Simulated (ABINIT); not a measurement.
# Quasiparticle gap of SiO2 (P6_422) in ABINIT, part 2 of 3

How does a plane-wave GW calculation on SiO2 (P6_422) run from the first input to the gap?

ABINIT 10.8.3; LDA and many-body steps on it, plane waves. Known limits of the many-body steps: not at the basis limit; coarse k mesh.

So far. Step 2 (Ground state): The gap is indirect, with the least direct gap 0.19 eV higher.

## (3) Bands along the symmetry lines

Level of this step: DFT, LDA, plane waves, norm-conserving pseudopotentials (ABINIT).

The cheap functional maps the bands first; the places of the edges decide which points the dearer methods must see.

File run.abi:

```
acell 3*1.0 Angstrom
rprim 
  5.060522228394 0.000000000001 0.000000000000
  -2.530261114198 4.382540806204 0.000000000000
  0.000000000000 0.000000000000 5.541353310000
ntypat 2
znucl 14 8
natom 9
typat 1 1 1 2 2 2 2 2 2
xred 
  0.000000000000 0.500000000000 0.333333333333
  0.500000000000 0.500000000000 0.666666666667
  0.500000000000 0.000000000000 -0.000000000000
  0.582789260000 0.791394630000 0.833333333333
  0.791394630000 0.582789260000 0.500000000000
  0.791394630000 0.208605370000 0.166666666667
  0.417210740000 0.208605370000 0.833333333333
  0.208605370000 0.417210740000 0.500000000000
  0.208605370000 0.791394630000 0.166666666667
pp_dirpath "pseudos"
pseudos "Si.upf, O.upf"
ecut 36
iscf -2
irdden 1
kptopt 0
nkpt 39
kpt 
  0.00000000 0.00000000 0.00000000
  0.12500000 0.00000000 0.00000000
  0.25000000 0.00000000 0.00000000
  0.37500000 0.00000000 0.00000000
  0.50000000 0.00000000 0.00000000
  0.45833333 0.08333333 0.00000000
  0.41666666 0.16666666 0.00000000
  0.37500000 0.25000000 0.00000000
  0.33333333 0.33333333 0.00000000
  0.25000000 0.25000000 0.00000000
  0.16666666 0.16666666 0.00000000
  0.08333333 0.08333333 0.00000000
  0.00000000 0.00000000 0.00000000
  0.00000000 0.00000000 0.12500000
  0.00000000 0.00000000 0.25000000
  0.00000000 0.00000000 0.37500000
  0.00000000 0.00000000 0.50000000
  0.12500000 0.00000000 0.50000000
  0.25000000 0.00000000 0.50000000
  0.37500000 0.00000000 0.50000000
  0.50000000 0.00000000 0.50000000
  0.45833333 0.08333333 0.50000000
  0.41666666 0.16666666 0.50000000
  0.37500000 0.25000000 0.50000000
  0.33333333 0.33333333 0.50000000
  0.25000000 0.25000000 0.50000000
  0.16666666 0.16666666 0.50000000
  0.08333333 0.08333333 0.50000000
  0.00000000 0.00000000 0.50000000
  0.50000000 0.00000000 0.50000000
  0.50000000 0.00000000 0.37500000
  0.50000000 0.00000000 0.25000000
  0.50000000 0.00000000 0.12500000
  0.50000000 -0.00000000 0.00000000
  0.33333333 0.33333333 0.50000000
  0.33333333 0.33333333 0.37500000
  0.33333333 0.33333333 0.25000000
  0.33333333 0.33333333 0.12500000
  0.33333333 0.33333333 0.00000000
istwfk *1
nband 37
nbdbuf 8
tolwfr 1e-07
nstep 50
prtwf 0
prtvol 0
indata_prefix "in"
outdata_prefix "out"
tmpdata_prefix "tmp"
```

Started as:

```
OMP_NUM_THREADS=1 mpirun -n 8 abinit run.abi > log
```

Numbers of over 12 decimals in the logs are rounded to 6 here.

Output:

```text
.Version 10.8.3 of ABINIT. v10.8.2 released Aug 2026.

 Symmetries : space group P6_4 2 2 (#181); Bravais hP (primitive hexag.)
[... echo of the input left out ...]
== DATASET  1 ==================================================================
-   mpi_nproc: 8, omp_nthreads: 1 (-1 if OMP is not activated)

--- !DatasetInfo
iteration_state: {dtset: 1, }
dimensions: {natom: 9, nkpt: 39, mband: 37, nsppol: 1, nspinor: 1, nspden: 1, mpw: 8607, }
cutoff_energies: {ecut:  36.0, pawecutdg:  -1.0, }
electrons: {nelect:   4.80000000E+01, charge:   0.00000000E+00, occopt:   1.00000000E+00, tsmear:   1.00000000E-02, }

 Real(R)+Recip(G) space primitive vectors, cartesian coordinates (Bohr,Bohr^-1):
 R(1)=  9.5630011  0.0000000  0.0000000  G(1)=  0.1045697  0.0603733  0.0000000
 R(2)= -4.7815005  8.2818019  0.0000000  G(2)=  0.0000000  0.1207467  0.0000000
 R(3)=  0.0000000  0.0000000 10.4716401  G(3)=  0.0000000  0.0000000  0.0954960
 Unit cell volume ucvol=  8.2934217E+02 bohr^3
 Angles (23,13,12)=  9.00000000E+01  9.00000000E+01  1.20000000E+02 degrees

 getcut: wavevector=  0.0000  0.0000  0.0000  ngfft=  54  54  60
         ecut(hartree)=     36.000   => boxcut(ratio)=   2.09114

--- Pseudopotential description ------------------------------------------------
- Si Generated using ONCVPSP code by D. R. Hamann
- 14.00000   4.00000  180309                  znucl, zion, pspdat
12 -1012 2 -1 1510                            pspcod,pspxc,lmax,lloc,mmax
     nproj     2     2     2
  pspatm : epsatm=    6.67003958
         --- l  ekb(1:nproj) -->
             0    5.565958    0.856966
             1    2.726111    0.629828
             2   -2.124804   -0.444604
 pspatm: atomic psp has been read  and splines computed

- O Generated using ONCVPSP code by D. R. Hamann
-  8.00000   6.00000  201201                  znucl, zion, pspdat
12 -1012 2 -1 926                             pspcod,pspxc,lmax,lloc,mmax
     nproj     2     2     1
  pspatm : epsatm=    6.27558587
         --- l  ekb(1:nproj) -->
[...]
2   -1.033686
 pspatm: atomic psp has been read  and splines computed

--------------------------------------------------------------------------------

================================================================================
 prteigrs : about to open file out_EIG
 Non-SCF case, kpt    1 (  0.00000  0.00000  0.00000), residuals and eigenvalues=
  2.68E-08  1.29E-08  6.96E-08  7.43E-08  1.57E-08  4.94E-08  2.19E-08  6.29E-08
  2.90E-08  3.14E-08  2.01E-08  3.10E-08  2.43E-08  1.79E-08  2.65E-08  6.21E-08
  2.95E-08  7.85E-08  8.76E-08  4.06E-08  9.09E-08  6.04E-08  7.93E-08  4.57E-08
[...]
6.32E-05  3.12E-04  1.59E-05  5.41E-04  9.37E-04
 -7.1704E-01 -6.6169E-01 -6.6169E-01 -6.3871E-01 -6.3664E-01 -6.3664E-01
 -3.3095E-01 -3.3095E-01 -2.2799E-01 -2.1756E-01 -2.1416E-01 -2.1416E-01
[...]
4.5175E-01

--- !ResultsGS
iteration_state: {dtset: 1, }
comment   : Summary of ground state results
lattice_vectors:
- [  9.5630011,   0.0000000,   0.0000000, ]
- [ -4.7815005,   8.2818019,   0.0000000, ]
- [  0.0000000,   0.0000000,  10.4716401, ]
lattice_lengths: [   9.56300,    9.56300,   10.47164, ]
lattice_angles: [ 90.000,  90.000, 120.000, ] # degrees, (23, 13, 12)
lattice_volume:   8.2934217E+02
convergence: {deltae:  0.000E+00, res2:  0.000E+00, residm:  9.998E-08, diffor:  0.000E+00, }
etotal    :  -1.12305650E+02
entropy   :   0.00000000E+00
fermie    :  -1.44088442E-02
cartesian_stress_tensor: null
pressure_GPa: null
xred      :
- [  2.2332E-17,   5.0000E-01,   3.3333E-01, Si]
- [  5.0000E-01,   5.0000E-01,   6.6667E-01, Si]
- [  5.0000E-01,   5.3577E-30,   1.8504E-17, Si]
- [  5.8279E-01,   7.9139E-01,   8.3333E-01,  O]
- [  7.9139E-01,   5.8279E-01,   5.0000E-01,  O]
- [  7.9139E-01,   2.0861E-01,   1.6667E-01,  O]
- [  4.1721E-01,   2.0861E-01,   8.3333E-01,  O]
- [  2.0861E-01,   4.1721E-01,   5.0000E-01,  O]
- [  2.0861E-01,   7.9139E-01,   1.6667E-01,  O]
cartesian_forces: null
force_length_stats: {min: null, max: null, mean: null, }

 Integrated electronic density in atomic spheres:
 ------------------------------------------------
 Atom  Sphere_radius  Integrated_density
[...]
================================================================================

 ----iterations are completed or convergence reached----

 Mean square residual over all n,k,spin=   49.222E-09; max=  99.976E-09
 reduced coordinates (array xred) for    9 atoms
[...]
0.208605370000      0.417210740000      0.500000000000
       0.208605370000      0.791394630000      0.166666666667

 cartesian coordinates (angstrom) at end:
    1     -1.265131     2.191270     1.847118
    2      1.265131     2.191270     3.694236
    3      2.530261     5e-13     0.000000
[...]
8     -4.2e-13     1.828443     2.770677
    9     -0.946783     3.468319     0.923559
 length scales=  1.889726125908  1.889726125908  1.889726125908 bohr
              =  1.000000000000  1.000000000000  1.000000000000 angstroms
 prteigrs : about to open file out_EIG
 Eigenvalues (hartree) for nkpt=  39  k points:
 kpt#   1, nband= 37, wtk=  1.00000, kpt=  0.0000  0.0000  0.0000 (reduced coord)
[...]
kpt#   2, nband= 37, wtk=  1.00000, kpt=  0.1250  0.0000  0.0000 (reduced coord)
[...]
kpt#   3, nband= 37, wtk=  1.00000, kpt=  0.2500  0.0000  0.0000 (reduced coord)
[...]
kpt#  38, nband= 37, wtk=  1.00000, kpt=  0.3333  0.3333  0.1250 (reduced coord)
[...]
0.39842    0.41153    0.41887    0.45593    0.46043
 kpt#  39, nband= 37, wtk=  1.00000, kpt=  0.3333  0.3333  0.0000 (reduced coord)
[...]
-0.09032   -0.09032   -0.07995   -0.06827   -0.06827   -0.03236   -0.03236   -0.01664
   0.28918    0.28918    0.31047    0.32678    0.35122    0.35122    0.38806    0.38807
   0.40682    0.42336    0.43646    0.43651    0.45175

== END DATASET(S) ==============================================================
================================================================================

 -outvars: echo values of variables after computation  --------
            nband          37
             nkpt          39
          spgroup         181
 [... the other variables as echoed above ...]

 Calculation completed.
```

The job ended after 33 s (8 MPI ranks of Arm Neoverse V1, shared host; peak memory 0.8 GiB; 4.4 min of CPU time).

Numbers from this step:

```yaml
gap: 5.498 eV
k_of_the_valence_top: 0, 0, 0.375
k_of_the_conduction_bottom: 0, 0, 0
least_direct_gap: 5.695 eV
```

The gap is 5.498 eV, −0.004 eV from the run before at this level.

The electronic bands at the labelled points (eV, zero at the top of the highest filled band):

```tsv
point	band 21	band 22	band 23	band 24	band 25	band 26	band 27	band 28
Γ	-1.00	-0.48	-0.48	-0.20	5.50	8.72	8.72	8.98
halfway	-1.08	-0.63	-0.36	-0.18	6.30	8.64	8.99	9.16
M	-1.18	-1.01	-0.35	0.00	7.53	8.34	9.37	9.45
halfway	-1.28	-0.75	-0.36	-0.04	7.74	8.41	9.07	9.31
K	-1.47	-0.49	-0.49	-0.06	8.26	8.26	8.84	9.28
halfway	-0.98	-0.78	-0.29	-0.18	6.53	8.77	8.80	9.32
Γ	-1.00	-0.48	-0.48	-0.20	5.50	8.72	8.72	8.98
halfway	-0.97	-0.48	-0.13	-0.08	6.04	8.42	8.45	8.91
A	-1.18	-0.29	-0.01	-0.01	7.30	7.30	8.23	9.57
halfway	-1.07	-0.50	-0.28	-0.17	7.77	7.84	8.84	9.31
L	-0.94	-0.74	-0.71	-0.35	8.50	8.93	8.99	9.15
halfway	-0.93	-0.81	-0.73	-0.45	8.48	9.00	9.05	9.41
H	-0.92	-0.89	-0.68	-0.68	8.50	9.16	9.16	9.36
halfway	-1.05	-0.56	-0.32	-0.25	7.90	8.01	9.00	9.28
A	-1.18	-0.29	-0.01	-0.01	7.30	7.30	8.23	9.57
jump to L	-0.94	-0.74	-0.71	-0.35	8.50	8.93	8.99	9.15
halfway	-1.20	-0.88	-0.46	-0.16	7.84	8.54	9.18	9.60
M	-1.18	-1.01	-0.35	0.00	7.53	8.34	9.37	9.45
jump to H	-0.92	-0.89	-0.68	-0.68	8.50	9.16	9.16	9.36
halfway	-1.19	-0.63	-0.57	-0.26	8.42	8.44	9.09	9.54
K	-1.47	-0.49	-0.49	-0.06	8.26	8.26	8.84	9.28
```

## (4) Empty states on the mesh, 3×3×2 mesh, 646 bands

The sums over transitions need many empty states on a uniform mesh; this step solves for them.

File run.abi:

```
acell 3*1.0 Angstrom
rprim 
  5.060522228394 0.000000000001 0.000000000000
  -2.530261114198 4.382540806204 0.000000000000
  0.000000000000 0.000000000000 5.541353310000
ntypat 2
znucl 14 8
natom 9
typat 1 1 1 2 2 2 2 2 2
xred 
  0.000000000000 0.500000000000 0.333333333333
  0.500000000000 0.500000000000 0.666666666667
  0.500000000000 0.000000000000 -0.000000000000
  0.582789260000 0.791394630000 0.833333333333
  0.791394630000 0.582789260000 0.500000000000
  0.791394630000 0.208605370000 0.166666666667
  0.417210740000 0.208605370000 0.833333333333
  0.208605370000 0.417210740000 0.500000000000
  0.208605370000 0.791394630000 0.166666666667
pp_dirpath "pseudos"
pseudos "Si.upf, O.upf"
ecut 36
ngkpt 3 3 2
nshiftk 1
shiftk 0 0 0
kptopt 1
chksymbreak 0
iscf -2
irdden 1
istwfk *1
nband 646
nbdbuf 58
tolwfr 1e-09
nstep 60
prtvol 0
indata_prefix "in"
outdata_prefix "out"
tmpdata_prefix "tmp"
```

Started as:

```
OMP_NUM_THREADS=1 mpirun -n 6 abinit run.abi > log
```

Output:

```text
.Version 10.8.3 of ABINIT. v10.8.2 released Aug 2026.

 Symmetries : space group P6_4 2 2 (#181); Bravais hP (primitive hexag.)
[... echo of the input left out ...]
== DATASET  1 ==================================================================
-   mpi_nproc: 6, omp_nthreads: 1 (-1 if OMP is not activated)

--- !DatasetInfo
iteration_state: {dtset: 1, }
dimensions: {natom: 9, nkpt: 6, mband: 646, nsppol: 1, nspinor: 1, nspden: 1, mpw: 8607, }
cutoff_energies: {ecut:  36.0, pawecutdg:  -1.0, }
electrons: {nelect:   4.80000000E+01, charge:   0.00000000E+00, occopt:   1.00000000E+00, tsmear:   1.00000000E-02, }

 Real(R)+Recip(G) space primitive vectors, cartesian coordinates (Bohr,Bohr^-1):
 R(1)=  9.5630011  0.0000000  0.0000000  G(1)=  0.1045697  0.0603733  0.0000000
 R(2)= -4.7815005  8.2818019  0.0000000  G(2)=  0.0000000  0.1207467  0.0000000
 R(3)=  0.0000000  0.0000000 10.4716401  G(3)=  0.0000000  0.0000000  0.0954960
 Unit cell volume ucvol=  8.2934217E+02 bohr^3
 Angles (23,13,12)=  9.00000000E+01  9.00000000E+01  1.20000000E+02 degrees

 getcut: wavevector=  0.0000  0.0000  0.0000  ngfft=  54  54  60
         ecut(hartree)=     36.000   => boxcut(ratio)=   2.09114

--- Pseudopotential description ------------------------------------------------
- Si Generated using ONCVPSP code by D. R. Hamann
- 14.00000   4.00000  180309                  znucl, zion, pspdat
12 -1012 2 -1 1510                            pspcod,pspxc,lmax,lloc,mmax
     nproj     2     2     2
  pspatm : epsatm=    6.67003958
         --- l  ekb(1:nproj) -->
             0    5.565958    0.856966
             1    2.726111    0.629828
             2   -2.124804   -0.444604
 pspatm: atomic psp has been read  and splines computed

- O Generated using ONCVPSP code by D. R. Hamann
-  8.00000   6.00000  201201                  znucl, zion, pspdat
12 -1012 2 -1 926                             pspcod,pspxc,lmax,lloc,mmax
     nproj     2     2     1
  pspatm : epsatm=    6.27558587
         --- l  ekb(1:nproj) -->
[...]
2   -1.033686
 pspatm: atomic psp has been read  and splines computed

--------------------------------------------------------------------------------

================================================================================
 prteigrs : about to open file out_EIG
 Non-SCF case, kpt    1 (  0.00000  0.00000  0.00000), residuals and eigenvalues=
  3.75E-11  5.31E-11  1.20E-10  5.49E-11  5.28E-11  6.89E-11  2.30E-11  1.68E-10
  3.80E-11  4.56E-11  3.67E-11  4.08E-11  2.05E-10  5.44E-11  1.88E-10  2.95E-11
  7.69E-11  5.33E-11  5.51E-11  6.24E-11  1.05E-10  4.13E-11  5.48E-11  5.06E-11
[...]
2.50E-04  4.94E-04  5.48E-04  2.97E-04  7.27E-04  1.50E-03
 -7.1704E-01 -6.6169E-01 -6.6169E-01 -6.3871E-01 -6.3664E-01 -6.3664E-01
 -3.3095E-01 -3.3095E-01 -2.2799E-01 -2.1756E-01 -2.1416E-01 -2.1416E-01
[...]
5.9976E+00  6.0045E+00  6.0134E+00  6.0146E+00  6.0153E+00  6.0163E+00
  6.0178E+00  6.0222E+00  6.0253E+00  6.0362E+00
 prteigrs : prtvol=0 or 1, do not print more k-points.

--- !ResultsGS
iteration_state: {dtset: 1, }
comment   : Summary of ground state results
lattice_vectors:
- [  9.5630011,   0.0000000,   0.0000000, ]
- [ -4.7815005,   8.2818019,   0.0000000, ]
- [  0.0000000,   0.0000000,  10.4716401, ]
lattice_lengths: [   9.56300,    9.56300,   10.47164, ]
lattice_angles: [ 90.000,  90.000, 120.000, ] # degrees, (23, 13, 12)
lattice_volume:   8.2934217E+02
convergence: {deltae:  0.000E+00, res2:  0.000E+00, residm:  9.992E-10, diffor:  0.000E+00, }
etotal    :  -1.12305650E+02
entropy   :   0.00000000E+00
fermie    :  -1.44088442E-02
cartesian_stress_tensor: null
pressure_GPa: null
xred      :
- [  2.2332E-17,   5.0000E-01,   3.3333E-01, Si]
- [  5.0000E-01,   5.0000E-01,   6.6667E-01, Si]
- [  5.0000E-01,   5.3577E-30,   1.8504E-17, Si]
- [  5.8279E-01,   7.9139E-01,   8.3333E-01,  O]
- [  7.9139E-01,   5.8279E-01,   5.0000E-01,  O]
- [  7.9139E-01,   2.0861E-01,   1.6667E-01,  O]
- [  4.1721E-01,   2.0861E-01,   8.3333E-01,  O]
- [  2.0861E-01,   4.1721E-01,   5.0000E-01,  O]
- [  2.0861E-01,   7.9139E-01,   1.6667E-01,  O]
cartesian_forces: null
force_length_stats: {min: null, max: null, mean: null, }

 Integrated electronic density in atomic spheres:
 ------------------------------------------------
 Atom  Sphere_radius  Integrated_density
[...]
================================================================================

 ----iterations are completed or convergence reached----

 Mean square residual over all n,k,spin=   28.861E-11; max=  99.924E-11
 reduced coordinates (array xred) for    9 atoms
[...]
0.208605370000      0.417210740000      0.500000000000
       0.208605370000      0.791394630000      0.166666666667

 cartesian coordinates (angstrom) at end:
    1     -1.265131     2.191270     1.847118
    2      1.265131     2.191270     3.694236
[...]
8     -4.2e-13     1.828443     2.770677
    9     -0.946783     3.468319     0.923559
 length scales=  1.889726125908  1.889726125908  1.889726125908 bohr
              =  1.000000000000  1.000000000000  1.000000000000 angstroms
 prteigrs : about to open file out_EIG
 Eigenvalues (hartree) for nkpt=   6  k points:
 kpt#   1, nband=646, wtk=  0.05556, kpt=  0.0000  0.0000  0.0000 (reduced coord)
[...]
5.89928    5.91141    5.91957    5.93924    5.93927    5.94895    5.96286    5.96299
   5.96730    5.96741    5.97238    5.98647    5.99756    6.00445    6.01340    6.01457
   6.01535    6.01626    6.01780    6.02221    6.02532    6.03619
 prteigrs : prtvol=0 or 1, do not print more k-points.

== END DATASET(S) ==============================================================
================================================================================

 -outvars: echo values of variables after computation  --------
            nband         646
             nkpt           6
          spgroup         181
 [... the other variables as echoed above ...]

 Calculation completed.
```

Run time: 11 min. Hardware: 6 MPI ranks; peak memory 1.4 GiB.

This step gave:

| Item | Value |
| --- | --- |
| gap | 5.503 eV |
| k of the valence top | 0, 0, 0.5 |
| k of the conduction bottom | 0, 0, 0 |
| least direct gap | 5.695 eV |
| k points computed | 6 |
| lowest point of the top converged band, above the valence top | 153.5816 eV |

On this mesh the gap is 5.503 eV.

## (5) Screening, 3×3×2 mesh, 588 bands, screening to 201.4 eV

The RPA dielectric matrix is built and inverted for each q.

This step: RPA screening on LDA, plane waves, norm-conserving pseudopotentials.

Edit run.abi of step 4 so:

```diff
@@ -27,10 +27,11 @@
 chksymbreak 0
-iscf -2
-irdden 1
 istwfk *1
-nband 646
-nbdbuf 58
-tolwfr 1e-09
-nstep 60
-prtvol 0
+occopt 1
+irdwfk 1
+optdriver 3
+nband 588
+ecuteps 7.4
+inclvkb 2
+awtr 1
+symchi 1
 indata_prefix "in"
```

Started as:

```
OMP_NUM_THREADS=1 mpirun -n 8 abinit run.abi > log
```

Output:

```text
.Version 10.8.3 of ABINIT. v10.8.2 released Aug 2026.

 Symmetries : space group P6_4 2 2 (#181); Bravais hP (primitive hexag.)
[... echo of the input left out ...]
== DATASET  1 ==================================================================
-   mpi_nproc: 8, omp_nthreads: 1 (-1 if OMP is not activated)

--- !DatasetInfo
iteration_state: {dtset: 1, }
dimensions: {natom: 9, nkpt: 6, mband: 588, nsppol: 1, nspinor: 1, nspden: 1, mpw: 8607, }
cutoff_energies: {ecut:  36.0, pawecutdg:  -1.0, }
electrons: {nelect:   4.80000000E+01, charge:   0.00000000E+00, occopt:   1.00000000E+00, tsmear:   1.00000000E-02, }

 SCREENING: Calculation of the susceptibility and dielectric matrices

 Based on a program developped by R.W. Godby, V. Olevano, G. Onida, and L. Reining.
 Incorporated in ABINIT by V. Olevano, G.-M. Rignanese, and M. Torrent.
.Using double precision arithmetic ; gwpc =  8

[... cell and pseudopotentials left out ...]
--------------------------------------------------------------------------------

 ==== K-mesh for the wavefunctions ====
 Number of points in the irreducible wedge :     6
[... list of points left out ...]
 Together with 12 symmetry operations and time-reversal symmetry
 yields    18 points in the full Brillouin Zone.

 ==== Q-mesh for the screening function ====
 Number of points in the irreducible wedge :     6
[... list of points left out ...]
 Together with 12 symmetry operations and time-reversal symmetry
 yields    18 points in the full Brillouin Zone.

 setmesh: FFT mesh size selected  =    36x   36x   45
          total number of points  =        58320

 vcoul_init : cutoff-mode = AUXILIARY_FUNCTION
 q-points for optical limit:   1
     1)      0.000010    0.000020    0.000030

- screening: taking advantage of time-reversal symmetry
- Maximum band index for partially occupied states nbvw = 24
- Remaining bands to be divided among processors   nbcw = 564
- Number of bands treated by each node ~70

 Number of electrons calculated from density =   48.0000; Expected =   48.0000
 average of density, n =  0.057877
 r_s =    1.6037
 omega_plasma =   23.2065 [eV]

 calculating chi0 at frequencies [eV] :
  1    0.000000E+00    0.000000E+00
  2    0.000000E+00    2.320648E+01

--------------------------------------------------------------------------------
  q-point number  1        q = ( 0.000000, 0.000000, 0.000000) [r.l.u.]
--------------------------------------------------------------------------------
[... chi0 elements left out ...]
 For q-point:  0.000010 0.000020 0.000030
  dielectric constant =   2.2733
  dielectric constant without local fields =   2.4823

  Average fulfillment of the sum rule on Im[epsilon] for q-point    1 :     87.66  [%]
[... wings left out ...]
  q-point number  2        q = ( 0.333333, 0.000000, 0.000000) [r.l.u.]
--------------------------------------------------------------------------------
[... chi0 elements left out ...]
  Average fulfillment of the sum rule on Im[epsilon] for q-point    2 :     89.85  [%]

 [... 4 further q-points ...]
```

It took 6.8 min on 8 MPI ranks; peak memory 6.1 GiB.

This step gave:

| Quantity | Value |
| --- | --- |
| ε∞ with local fields, on this mesh, along the program's q direction | 2.273 |
| the same without local fields | 2.482 |
| plasma frequency | 23.21 eV |
| plane waves in the screening matrix | 799 |

Local fields lower ε∞ by 8 %. On a Γ-centred mesh this coarse the value itself is usually too large, while a short band sum pulls it down.

(Continued in part 3 of 3.)

[Paths, hosts, dates, memory and timing lines, banners, echoed tables and standing remarks are left out of the program output.]

[Logs are printed without paths, hosts, clocks, repeated set-up lines and the standing remarks that a program may print on its own settings, such as how far it seeks lower states.]

[Runs of the session that timed out or met a known fault of the program may be left out.]

[Hosts, paths, dates, database ids (printed as entryN), source tags and the programs' standing remarks are cut or masked in the printed files.]

[G0W0 gaps are taken among the corrected bands and points alone; a level outside them can change the order at an edge.]

[Where Ansatz stands beside ABINIT at settings called matched, ABINIT's density can come from a denser mesh and the files from another edition; pairs whose starting gaps differed by over 0.03 eV were left out, so agreement reads better than it is.]
